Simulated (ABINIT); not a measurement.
**Completion of the band sum in GW: Be3N2 (P6_3/mmc)**

Can a closure trick stand in for empty bands in GW on Be3N2 (P6_3/mmc)?

Calculated with ABINIT 10.8.3; LDA and many-body steps on it, plane waves.

Report form: inputs, costs, results and the conclusion, without the logs.

### 1. The system as given

It takes space group P6_3/mmc (No. 194, hexagonal). Conventional cell: a = 2.842 Å, b = 2.842 Å, c = 9.747 Å, α = 90.00°, β = 90.00°, γ = 120.00°. Nearest to Be lie 4 N at 1.67 to 1.81 Å. Nearest to Be lie 3 N at 1.64 Å. Nearest to N lie 6 Be at 1.81 Å. N has 5 Be at 1.64 to 1.67 Å nearest. Farther neighbours, and contacts between anions beyond the nearest, are not listed.

The cell and positions are those that the Materials Project relaxed with its own functionals (PBE, PBE+U or r2SCAN), kept fixed.

### 2. Empty states on the mesh, 3×3×1 mesh, 126 bands

This step: ABINIT 10.8.3; DFT, LDA, plane waves, norm-conserving pseudopotentials.

The sums over transitions need many empty states on a uniform mesh; this step solves for them.

run.abi reads:

```
acell 3*1.0 Angstrom
rprim 
  2.841679226310 0.000000000023 0.000000000000
  -1.420839613175 2.460966399380 0.000000000000
  0.000000000000 0.000000000000 9.746841010000
ntypat 2
znucl 4 7
natom 10
typat 1 1 1 1 1 1 2 2 2 2
xred 
  0.333333333333 0.666666666667 0.078485970000
  0.666666666667 0.333333333333 0.578485970000
  0.666666666667 0.333333333333 0.921514030000
  0.333333333333 0.666666666667 0.421514030000
  0.000000000000 0.000000000000 0.250000000000
  0.000000000000 0.000000000000 0.750000000000
  0.000000000000 0.000000000000 0.000000000000
  0.000000000000 0.000000000000 0.500000000000
  0.333333333333 0.666666666667 0.250000000000
  0.666666666667 0.333333333333 0.750000000000
pp_dirpath "pseudos"
pseudos "Be.upf, N.upf"
ecut 38
ngkpt 3 3 1
nshiftk 1
shiftk 0 0 0
kptopt 1
chksymbreak 0
iscf -2
irdden 1
istwfk *1
nband 126
nbdbuf 10
tolwfr 1e-09
nstep 60
prtvol 0
indata_prefix "in"
outdata_prefix "out"
tmpdata_prefix "tmp"
```

Launch:

```sh
$ OMP_NUM_THREADS=1 mpirun -n 4 abinit run.abi > log
```

Wall time 18 s (4 MPI ranks of Arm Neoverse V2, shared host); peak memory 0.33 GiB; 72 s of CPU time.

Read from the output:

```yaml
gap: 4.608 eV
k_of_the_valence_top: 0, 0, 0
k_of_the_conduction_bottom: 0.3333, 0, 0
least_direct_gap: 5.687 eV
k_points_computed: 3
lowest_point_of_the_top_converged_band_above_the_valence_top: 60.3706 eV
```

On this mesh the gap is 4.608 eV.

The density comes from a self-consistent run that is not shown.

### 3. Screening, 3×3×1 mesh, 116 bands, screening to 152.4 eV

The RPA dielectric matrix is built and inverted for each q.

This step: RPA screening on LDA, plane waves, norm-conserving pseudopotentials.

Edit run.abi of step 2 so:

```diff
@@ -28,10 +28,11 @@
 chksymbreak 0
-iscf -2
-irdden 1
 istwfk *1
-nband 126
-nbdbuf 10
-tolwfr 1e-09
-nstep 60
-prtvol 0
+occopt 1
+irdwfk 1
+optdriver 3
+nband 116
+ecuteps 5.6
+inclvkb 2
+awtr 1
+symchi 1
 indata_prefix "in"
```

It took 9.7 s on 4 MPI ranks; peak memory 0.64 GiB.

Read from the output:

```
ε∞ with local fields, on this mesh    : 5.055
ε∞ without local fields, on this mesh : 5.485
plasma frequency                      : 29.83 eV
plane waves in the screening matrix   : 277
```

Local fields lower ε∞ by 8 %. On a Γ-centred mesh this coarse the value itself is usually too large, while a short band sum pulls it down.

### 4. 116 bands

The self-energy is evaluated for the states that the input lists, and the quasiparticle equation is solved.

This step: G0W0 on LDA, plane waves, norm-conserving pseudopotentials.

Edit run.abi of step 3 so:

```diff
@@ -31,8 +31,17 @@
 irdwfk 1
-optdriver 3
+optdriver 4
 nband 116
+gwcalctyp 0
+ecutsigx 38
+symsigma 1
+nkptgw 2
+kptgw 
+  0.0000000000 0.0000000000 0.0000000000
+  0.3333333333 0.0000000000 0.0000000000
+bdgw 
+  21 24
+  21 24
 ecuteps 5.6
-inclvkb 2
-awtr 1
-symchi 1
+irdscr 1
+ppmodel 1
 indata_prefix "in"
```

It took 5.7 s on 4 MPI ranks; peak memory 0.56 GiB.

Read from the output:

```yaml
g0w0_gap_on_the_mesh: 6.224 eV
starting_gap_on_the_mesh: 4.608 eV
k_of_the_valence_top: 0, 0, 0
k_of_the_conduction_bottom: 0.3333, 0, 0
z_at_the_valence_top: 0.806
z_at_the_conduction_bottom: 0.837
least_direct_g0w0_gap_on_the_computed_points: 7.397 eV
```

The gap on the mesh goes from 4.61 eV to 6.22 eV, a correction of +1.62 eV.

### 5. Screening, 3×3×1 mesh, 30 bands, screening to 152.4 eV

This step: RPA screening on LDA, plane waves, norm-conserving pseudopotentials.

Edit run.abi of step 4 so:

```diff
@@ -31,17 +31,8 @@
 irdwfk 1
-optdriver 4
-nband 116
-gwcalctyp 0
-ecutsigx 38
-symsigma 1
-nkptgw 2
-kptgw 
-  0.0000000000 0.0000000000 0.0000000000
-  0.3333333333 0.0000000000 0.0000000000
-bdgw 
-  21 24
-  21 24
+optdriver 3
+nband 30
 ecuteps 5.6
-irdscr 1
-ppmodel 1
+inclvkb 2
+awtr 1
+symchi 1
 indata_prefix "in"
```

Run time: 3.2 s. Hardware: 4 MPI ranks; peak memory 0.54 GiB.

Read from the output:

| Item | Value |
| --- | --- |
| ε∞ with local fields, on this mesh | 4.429 |
| ε∞ without local fields, on this mesh | 4.662 |
| plasma frequency | 29.83 eV |
| plane waves in the screening matrix | 277 |

### 6. 30 bands

This step: G0W0 on LDA, plane waves, norm-conserving pseudopotentials.

Edit run.abi of step 5 so:

```diff
@@ -31,8 +31,17 @@
 irdwfk 1
-optdriver 3
+optdriver 4
 nband 30
+gwcalctyp 0
+ecutsigx 38
+symsigma 1
+nkptgw 2
+kptgw 
+  0.0000000000 0.0000000000 0.0000000000
+  0.3333333333 0.0000000000 0.0000000000
+bdgw 
+  21 24
+  21 24
 ecuteps 5.6
-inclvkb 2
-awtr 1
-symchi 1
+irdscr 1
+ppmodel 1
 indata_prefix "in"
```

Elapsed: 3.5 s, on 4 MPI ranks; peak memory 0.54 GiB.

Read from the output:

* G0W0 gap on the mesh: 7.419 eV
* starting gap on the mesh: 4.608 eV
* k of the valence top: 0, 0, 0
* k of the conduction bottom: 0.3333, 0, 0
* Z at the valence top: 0.817
* Z at the conduction bottom: 0.856
* least direct G0W0 gap on the computed points: 8.639 eV

Against G0W0 in ABINIT (3×3×1 mesh, 116 bands, screening to 152.4 eV, Godby-Needs plasmon pole), the gap moves by +1.195 eV.

### 7. Screening, 3×3×1 mesh, 30 bands, screening to 152.4 eV

This step: RPA screening on LDA, plane waves, norm-conserving pseudopotentials.

Edit run.abi of step 6 so:

```diff
@@ -31,17 +31,10 @@
 irdwfk 1
-optdriver 4
+optdriver 3
 nband 30
-gwcalctyp 0
-ecutsigx 38
-symsigma 1
-nkptgw 2
-kptgw 
-  0.0000000000 0.0000000000 0.0000000000
-  0.3333333333 0.0000000000 0.0000000000
-bdgw 
-  21 24
-  21 24
 ecuteps 5.6
-irdscr 1
-ppmodel 1
+inclvkb 2
+awtr 1
+symchi 1
+gwcomp 1
+gwencomp 3
 indata_prefix "in"
```

The job ended after 5.6 s (4 MPI ranks; peak memory 0.49 GiB).

This step gave:

```yaml
eps_infinity_with_local_fields_on_this_mesh: 4.448
eps_infinity_without_local_fields_on_this_mesh: 4.662
plasma_frequency: 29.83 eV
plane_waves_in_the_screening_matrix: 277
```

### 8. 30 bands, completed

This step: G0W0 on LDA, plane waves, norm-conserving pseudopotentials.

Edit run.abi of step 7 so:

```diff
@@ -31,8 +31,17 @@
 irdwfk 1
-optdriver 3
+optdriver 4
 nband 30
+gwcalctyp 0
+ecutsigx 38
+symsigma 1
+nkptgw 2
+kptgw 
+  0.0000000000 0.0000000000 0.0000000000
+  0.3333333333 0.0000000000 0.0000000000
+bdgw 
+  21 24
+  21 24
 ecuteps 5.6
-inclvkb 2
-awtr 1
-symchi 1
+irdscr 1
+ppmodel 1
 gwcomp 1
```

Elapsed: 3.6 s, on 4 MPI ranks; peak memory 0.54 GiB.

This step gave:

| Item | Value |
| --- | --- |
| G0W0 gap on the mesh | 7.447 eV |
| starting gap on the mesh | 4.608 eV |
| k of the valence top | 0, 0, 0 |
| k of the conduction bottom | 0.3333, 0, 0 |
| least direct G0W0 gap on the computed points | 8.666 eV |

Against G0W0 in ABINIT (3×3×1 mesh, 116 bands, screening to 152.4 eV, Godby-Needs plasmon pole), the gap moves by +1.223 eV.

### 9. Screening, 3×3×1 mesh, 55 bands, screening to 152.4 eV

This step: RPA screening on LDA, plane waves, norm-conserving pseudopotentials.

Edit run.abi of step 8 so:

```diff
@@ -31,19 +31,8 @@
 irdwfk 1
-optdriver 4
-nband 30
-gwcalctyp 0
-ecutsigx 38
-symsigma 1
-nkptgw 2
-kptgw 
-  0.0000000000 0.0000000000 0.0000000000
-  0.3333333333 0.0000000000 0.0000000000
-bdgw 
-  21 24
-  21 24
+optdriver 3
+nband 55
 ecuteps 5.6
-irdscr 1
-ppmodel 1
-gwcomp 1
-gwencomp 3
+inclvkb 2
+awtr 1
+symchi 1
 indata_prefix "in"
```

Elapsed: 5.7 s, on 4 MPI ranks; peak memory 0.5 GiB.

Read from the output:

```yaml
eps_infinity_with_local_fields_on_this_mesh: 5.030
eps_infinity_without_local_fields_on_this_mesh: 5.434
plasma_frequency: 29.83 eV
plane_waves_in_the_screening_matrix: 277
```

### 10. 55 bands

This step: G0W0 on LDA, plane waves, norm-conserving pseudopotentials.

Edit run.abi of step 9 so:

```diff
@@ -31,8 +31,17 @@
 irdwfk 1
-optdriver 3
+optdriver 4
 nband 55
+gwcalctyp 0
+ecutsigx 38
+symsigma 1
+nkptgw 2
+kptgw 
+  0.0000000000 0.0000000000 0.0000000000
+  0.3333333333 0.0000000000 0.0000000000
+bdgw 
+  21 24
+  21 24
 ecuteps 5.6
-inclvkb 2
-awtr 1
-symchi 1
+irdscr 1
+ppmodel 1
 indata_prefix "in"
```

Wall time 4.2 s (4 MPI ranks); peak memory 0.54 GiB.

Read from the output:

| Property | Result |
| --- | --- |
| G0W0 gap on the mesh | 6.332 eV |
| starting gap on the mesh | 4.608 eV |
| k of the valence top | 0, 0, 0 |
| k of the conduction bottom | 0.3333, 0, 0 |
| least direct G0W0 gap on the computed points | 7.528 eV |

Against G0W0 in ABINIT (3×3×1 mesh, 116 bands, screening to 152.4 eV, Godby-Needs plasmon pole), the gap moves by +0.108 eV.

### 11. Screening, 3×3×1 mesh, 55 bands, screening to 152.4 eV

This step: RPA screening on LDA, plane waves, norm-conserving pseudopotentials.

Edit run.abi of step 10 so:

```diff
@@ -31,17 +31,10 @@
 irdwfk 1
-optdriver 4
+optdriver 3
 nband 55
-gwcalctyp 0
-ecutsigx 38
-symsigma 1
-nkptgw 2
-kptgw 
-  0.0000000000 0.0000000000 0.0000000000
-  0.3333333333 0.0000000000 0.0000000000
-bdgw 
-  21 24
-  21 24
 ecuteps 5.6
-irdscr 1
-ppmodel 1
+inclvkb 2
+awtr 1
+symchi 1
+gwcomp 1
+gwencomp 3
 indata_prefix "in"
```

Run time: 8.4 s. Hardware: 4 MPI ranks; peak memory 0.57 GiB; 33 s of CPU time.

Numbers from this step:

```
ε∞ with local fields, on this mesh    : 5.056
ε∞ without local fields, on this mesh : 5.434
plasma frequency                      : 29.83 eV
plane waves in the screening matrix   : 277
```

### 12. 55 bands, completed

This step: G0W0 on LDA, plane waves, norm-conserving pseudopotentials.

Edit run.abi of step 11 so:

```diff
@@ -31,8 +31,17 @@
 irdwfk 1
-optdriver 3
+optdriver 4
 nband 55
+gwcalctyp 0
+ecutsigx 38
+symsigma 1
+nkptgw 2
+kptgw 
+  0.0000000000 0.0000000000 0.0000000000
+  0.3333333333 0.0000000000 0.0000000000
+bdgw 
+  21 24
+  21 24
 ecuteps 5.6
-inclvkb 2
-awtr 1
-symchi 1
+irdscr 1
+ppmodel 1
 gwcomp 1
```

The job ended after 4.3 s (4 MPI ranks; peak memory 0.54 GiB; 17 s of CPU time).

Read from the output:

```yaml
g0w0_gap_on_the_mesh: 6.516 eV
starting_gap_on_the_mesh: 4.608 eV
k_of_the_valence_top: 0, 0, 0
k_of_the_conduction_bottom: 0.3333, 0, 0
least_direct_g0w0_gap_on_the_computed_points: 7.682 eV
```

Against G0W0 in ABINIT (3×3×1 mesh, 116 bands, screening to 152.4 eV, Godby-Needs plasmon pole), the gap moves by +0.292 eV.

### 13. The runs together

Times are wall times on 4 MPI ranks of Arm Neoverse V2, shared host, good to a factor of about two. A run's time includes the screening step that it read.

```tsv
run	mesh	bands	screening cutoff (eV)	DFT gap (eV)	gap on the mesh (eV)	direct (eV)	ε∞ used	time
116 bands	3×3×1	116	152.4	4.608	6.224	7.397	5.05	15 s
30 bands	3×3×1	30	152.4	4.608	7.419	8.639	4.43	6.8 s
30 bands, completed	3×3×1	30	152.4	4.608	7.447	8.666	4.45	9.2 s
55 bands	3×3×1	55	152.4	4.608	6.332	7.528	5.03	9.9 s
55 bands, completed	3×3×1	55	152.4	4.608	6.516	7.682	5.06	13 s
```

### 14. Outcome

```
116 bands           : 6.224 eV
30 bands            : 7.419 eV
30 bands, completed : 7.447 eV
55 bands            : 6.332 eV
55 bands, completed : 6.516 eV
```

30 bands: +1.195 eV against 116 bands. 30 bands, completed: +1.223 eV against 116 bands. 55 bands: +0.108 eV against 116 bands. 55 bands, completed: +0.292 eV against 116 bands. The row with most bands is itself short of the limit, so it is no exact reference, and agreement of a truncated run with it can be a cancellation between the edges. The screenings behind the G0W0 rows differ in their static value, so the rows are no clean test of the frequency model alone. The 3×3×1 mesh is coarse for this cell, which bears on the long-range parts of exchange and screening.

[Long decimals in the printed logs are rounded to 6 places.]

[Logs are printed without paths, hosts, clocks, repeated set-up lines and the standing remarks that a program may print on its own settings, such as how far it seeks lower states.]

[Paths, hosts, dates, memory and timing lines, banners, echoed tables and standing remarks are left out of the program output; an Ansatz launch command may be rebuilt from the run's recorded settings. Measured values are a selection of at most five: reports struck by readers or far from the other reports are left out. None is set beside runs whose start may be inverted or whose files or cutoffs have a known fault.]

[Runs of the session that timed out or met a known fault of the program may be left out.]

[Hosts, paths, dates, database ids (printed as entryN), source tags and the programs' standing remarks are cut or masked in the printed files.]

[G0W0 gaps are taken among the corrected bands and points alone; a level outside them can change the order at an edge.]

[Where Ansatz stands beside ABINIT at settings called matched, ABINIT's density can come from a denser mesh and the files from another edition; pairs whose starting gaps differed by over 0.03 eV were left out, so agreement reads better than it is.]
